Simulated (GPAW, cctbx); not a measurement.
# Bonding in TiBeGa as X-rays see it

Question: by how much does bonding change the X-ray structure factors of TiBeGa, how firmly does DFT give the change, and what does a routine refinement make of it?

The cell comes from substitution in a known structure type and wasn't matched to any measured phase. All numbers below are calculated.

### 1. Relax the structure

The density hangs on the geometry, so cell and atoms are relaxed first, with the symmetry held. The cutoff is set higher than for the density because stress converges slowly with plane waves.

Settings: GPAW 26.7.0, PBE, 570 eV, 6×6×5 k-points (along the axes of the calculation cell), Fermi–Dirac width 0.1 eV, BFGS to 0.03 eV/Å.

```text
cell
1.0
     3.586000000    0.000000000    0.000000000
    -1.793000000    3.105567098    0.000000000
     0.000000000    0.000000000    3.651000000
Ga Ti Be
1 1 1
Direct
0.666666667 0.333333333 0.500000000
0.000000000 0.000000000 0.000000000
0.333333333 0.666666667 0.500000000
```

```console
$ OMP_NUM_THREADS=1 mpirun -n 4 gpaw python run.py > gpaw.log
```

```text
BFGS:    0      -13.577368        1.352291
BFGS:    1      -13.639123        1.198888
BFGS:    2      -13.961196        1.216446
BFGS:    3      -14.051859        1.305496
...
BFGS:    7      -14.268696        0.134184
BFGS:    8      -14.273160        0.036904
BFGS:    9      -14.273287        0.003115
cell  3.9662 3.9662 2.9878  90.00 90.00 120.00
volume 40.702 A^3, largest force 0.000 eV/A, largest stress 0.04 GPa
```

The cell moved far, while the k-mesh and basis were chosen for the start, so the final shape may be somewhat biased.

After 9 steps the volume has changed by +0.1 % and the energy by -0.696 eV; the largest stress left is 0.04 GPa. It took 29 s on 4 cores of Arm Neoverse V1 (shared host), peak memory 0.77 GiB.

Relaxed structure: P-6m2 (no. 187), a = 3.9662 Å, b = 3.9662 Å, c = 2.9878 Å, α = 90.00°, β = 90.00°, γ = 120.00°.

```
atom  mult.    x    y    z
 Ga1      1  2/3  1/3  1/2
 Ti1      1    0    0    0
 Be1      1  1/3  2/3  1/2
```

### 2. Density and charge transfer

X-rays see the whole electron density, so the PAW density is rebuilt with its core regions. Subtracting spherical free atoms from the same code cancels the cores and leaves the deformation density Δρ, the part due to bonding.

Settings: PBE, 450 eV, 8×7×7 k-points (along the axes of the calculation cell), Fermi–Dirac width 0.1 eV; primitive cell of 3 atoms.

```console
$ OMP_NUM_THREADS=1 mpirun -n 4 gpaw python run.py > gpaw.log
```

```text
|iter:   1|       0s |  -14.774663 | -0.20 |       |
|iter:   2|       0s |  -14.620131 | -2.40 | -1.07 |
|iter:   3|       0s |  -14.295953 | -1.32 | -1.13 |
...
|iter:   7|       1s |  -14.289299c| -5.29 | -3.15 |
|iter:   8|       1s |  -14.289304c| -6.27 | -3.76 |
|iter:   9|       1s |  -14.289304c| -7.81c| -4.55c|
```

```text
grid (30, 40, 40)  electrons 57.000  moved by bonding 0.410 e
deformation density beyond 0.5 A of the nuclei: max 0.054, min -0.078 e/A^3
atom        x       y       z   Voronoi charge  moment
Ga1    0.5000  0.6667  0.3333      0.035       0.00
Ti2    0.0000  0.0000  0.0000      0.103       0.00
Be3    0.5000  0.3333  0.6667     -0.138       0.00
mean inner potential of superposed free atoms 21.633 V
total magnetic moment 0.000 muB
```

Deformation density in a plane through the shortest contact of the Ga atom at the origin, in 0.01 e/Å³ (clipped at ±99); x from -1.6 to 3.9 Å, y from 2.4 down to -2.4 Å:

```text
  2   .   5   2   3   4   4   3   3   3   4   2  -4  -7   .  -7
  6   .   .   2   2   3   3   3   3   3   4   1  -7   .   .  -5
  2   .   5   2   3   4   4   3   3   3   4   2  -5  -5   .  -7
  2   2   3   4   4   3   4   4   3   3   4   4   2  -2  -4  -1
  3   4   4   1  -3  -3   1   4   4   2   2   3   4   4   3   4
  4   4   0  -7   .  -5  -5   2   4   2   5   .   3   3   4   4
  4   3  -2  -7   .   .  -7   1   4   3   .   .   4   2   3   3
  4   4   0  -7   .  -5  -5   2   4   2   5   .   3   3   4   4
  3   4   4   1  -3  -3   1   4   4   2   2   3   4   4   3   4
  2   2   3   4   4   4   4   4   3   3   4   4   2  -2  -4  -1
  2   .   5   2   3   4   4   3   3   3   4   2  -5  -6   .  -7
  6   .   .   2   2   3   3   3   3   3   4   1  -7   .   .  -5
  2   .   5   2   3   4   4   3   3   3   4   2  -4  -6   .  -7
```

Atoms in or within 0.15 Å of the plane: Ga (3.4, -2.0), Ga (3.4, 2.0), Ga (0.0, 0.0), Be (2.3, 0.0), Be (-1.1, -2.0), Be (-1.1, 2.0) Å. Dots mark points within about 0.45 Å of a nucleus; large values next to them are atomic features.

Be gains most (-0.14 e) and Ti loses most (+0.10 e), which isn't the order of electronegativity: valence and coordination count too, and Voronoi cells cut space at the midplane whatever the atoms' sizes. Along the shortest contact from the Ga atom at the map's origin, Ga–Be at 2.29 Å, Δρ is +0.04 e/Å³ at the midpoint; the highest value on the line, +0.05, lies at the edge of the range, 0.5 Å from Be, and is an atomic rather than a bond feature: little piles up between the atoms, as is usual in a metallic crystal, which this run finds. At the midpoints of other shortest contacts it is +0.01 (Ga–Ti, 2.73 Å), 0.00 (Ti–Be, 2.73 Å), +0.01 (Ga–Ga, 2.99 Å) and +0.03 (Ti–Ti, 2.99 Å) e/Å³. Point values carry grid noise of about 0.01 e/Å³. The run needed 9 iterations, 5.7 s.

### 3. Structure factors

The Fourier components of Δρ, added to those of the free atoms, give the static X-ray structure factors; the Mott–Bethe relation turns them into the Fourier components V of the potential that fast electrons feel.

```text
static structure factors of the conventional cell: F in electrons, V (Mott-Bethe) in volts
   h  k  l      d  |F| table  |F| free   |F| DFT   change   |V| free  |V| DFT  change %
   1  0  0  3.4348    21.376    21.373    21.278   -0.095     3.548    3.654      3.0
   0  0  1  2.9878    11.348    11.417    11.707    0.291     1.592    1.300    -18.4
   1  0  1  2.2543    34.341    34.247    34.083   -0.164     6.809    6.902      1.4
   1  1  0  1.9831    39.445    39.317    39.180   -0.137     7.831    7.891      0.8
   2  0  0  1.7174    17.472    17.386    17.364   -0.021     2.222    2.221     -0.0
   1  1  1  1.6523     9.966     9.867     9.835   -0.032     0.963    0.973      1.0
   0  0  2  1.4939    34.289    34.178    34.246    0.068     5.735    5.718     -0.3
   2  0  1  1.4890    28.332    28.240    28.242    0.002     4.457    4.457     -0.0
   1  0  2  1.3699    15.446    15.382    15.384    0.002     1.839    1.841      0.1
   2  1  0  1.2982    14.915    14.860    14.897    0.036     1.750    1.744     -0.3
   1  1  2  1.1932    29.658    29.611    29.643    0.032     4.391    4.386     -0.1
   2  1  1  1.1907    24.447    24.410    24.446    0.035     3.454    3.449     -0.1
   3  0  0  1.1449    28.781    28.744    28.786    0.043     4.171    4.165     -0.2
   2  0  2  1.1271    13.462    13.425    13.454    0.029     1.520    1.517     -0.2
```

The largest X-ray change is +0.29 e on 001, 2.5 % of |F|. For electrons V goes as (Z − F)/g², so a change of F counts against Z − F, which is small at low angle and wherever the atoms' terms cancel: |V| of 001 moves by -18.4 % (1.59 to 1.30 V) against +2.5 % in |F|. The last three rows change by 0.04 e or less, against 0.29 e at the top: the effect is concentrated at low angle. The tabulated Hartree–Fock atoms differ from the free DFT atoms by up to 0.13 e, so the choice of reference atom matters too.

### 4. Convergence

Cutoff and k-mesh: one is changed at a time, to find what the result needs.

| run | ΔF 001 (e) | ΔF 101 (e) | ΔF 110 (e) | q(Be) (e) | moved (e) | time |
| --- | --- | --- | --- | --- | --- | --- |
| 450 eV 8×7×7 | +0.291 | -0.164 | -0.137 | -0.138 | 0.410 | 5.7 s |
| 250 eV 8×7×7 | +0.296 | -0.169 | -0.142 | -0.140 | 0.414 | 4.5 s |
| 350 eV 8×7×7 | +0.293 | -0.166 | -0.139 | -0.139 | 0.410 | 5.5 s |
| 750 eV 8×7×7 | +0.290 | -0.164 | -0.136 | -0.138 | 0.409 | 9.7 s |
| 450 eV 3×2×2 | +0.233 | -0.167 | -0.145 | -0.134 | 0.416 | 4.2 s |
| 450 eV 4×4×4 | +0.281 | -0.159 | -0.141 | -0.137 | 0.399 | 4.5 s |

Within 0.01 e of the base on all three: 250 eV 8×7×7, 450 eV 4×4×4, 350 eV 8×7×7 and 750 eV 8×7×7. The largest error, 0.058 e, comes with 450 eV 3×2×2. Times are from shared hosts.

### 5. Refining ordinary atoms against data with bonding

Routine crystallography fits spherical atoms. To see the bias, intensities are simulated from tabulated atoms plus the DFT change ΔF, so that bonding alone can misfit (2666 reflections of the full sphere, merged to the counts below, to 0.4 Å, 1.5 % proportional noise plus counting noise, assumed isotropic U as listed, Δρ smeared by the mean U) and refined with cctbx over different ranges.

| range | data | R1 | GooF | U Ga1 (true 0.0091) | U Ti1 (true 0.0102) | U Be1 (true 0.0155) | largest shift (Å) | Δρ max, min (e/Å³) |
| --- | --- | --- | --- | --- | --- | --- | --- | --- |
| all data | 301 | 0.0046 | 0.94 | 0.0091 | 0.0102 | 0.0156 | 0.0000 | 0.14, -0.17 |
| low resolution, d > 0.84 | 43 | 0.0036 | 1.06 | 0.0090 | 0.0102 | 0.0157 | 0.0000 | 0.06, -0.06 |
| high order, d < 0.75 | 245 | 0.0052 | 0.90 | 0.0091 | 0.0102 | 0.0156 | 0.0000 | 0.13, -0.13 |
| occupancies free, d > 0.7 | 66 | 0.0036 | 1.01 | 0.0091 | 0.0101 | 0.0160 | 0.0000 | 0.09, -0.07 |

With all data GooF is 0.94, so at this noise the bonding hardly shows; the top residual peak, near noise level, lies 1.58 Å from Ti and 1.58 Å from Ti, between them. No U is off by more than 3 s.u. at low resolution. Symmetry fixes every coordinate, so the shifts are zero by construction. With Ga1 held at 1 and the scale free, the other occupancies refine to Ti1 0.999(0.003) and Be1 1.014(0.019), within three s.u. of full.

### 6. Answer

Bonding moves 0.41 e in the primitive cell of TiBeGa and changes the structure factors of the conventional cell in the table above by at most 0.29 e (001, 2.5 %). The shortest bond, Ga–Be, has Δρ = +0.04 e/Å³ at its midpoint, with no localised bond charge. Within 0.01 e of the base on all three: 250 eV 8×7×7, 450 eV 4×4×4, 350 eV 8×7×7 and 750 eV 8×7×7. The largest error, 0.058 e, comes with 450 eV 3×2×2. With all data GooF is 0.94, so at this noise the bonding hardly shows. Limits: static density, frozen cores, no spin–orbit coupling.

[Outputs are excerpts: Python notices, other lines and further rows are left out; steps that failed or that the build refused (PBEsol, TPSS) are not shown.]

[Logs are printed without paths, hosts, clocks, repeated set-up lines and the standing remarks that a program may print on its own settings, such as how far it seeks lower states.]
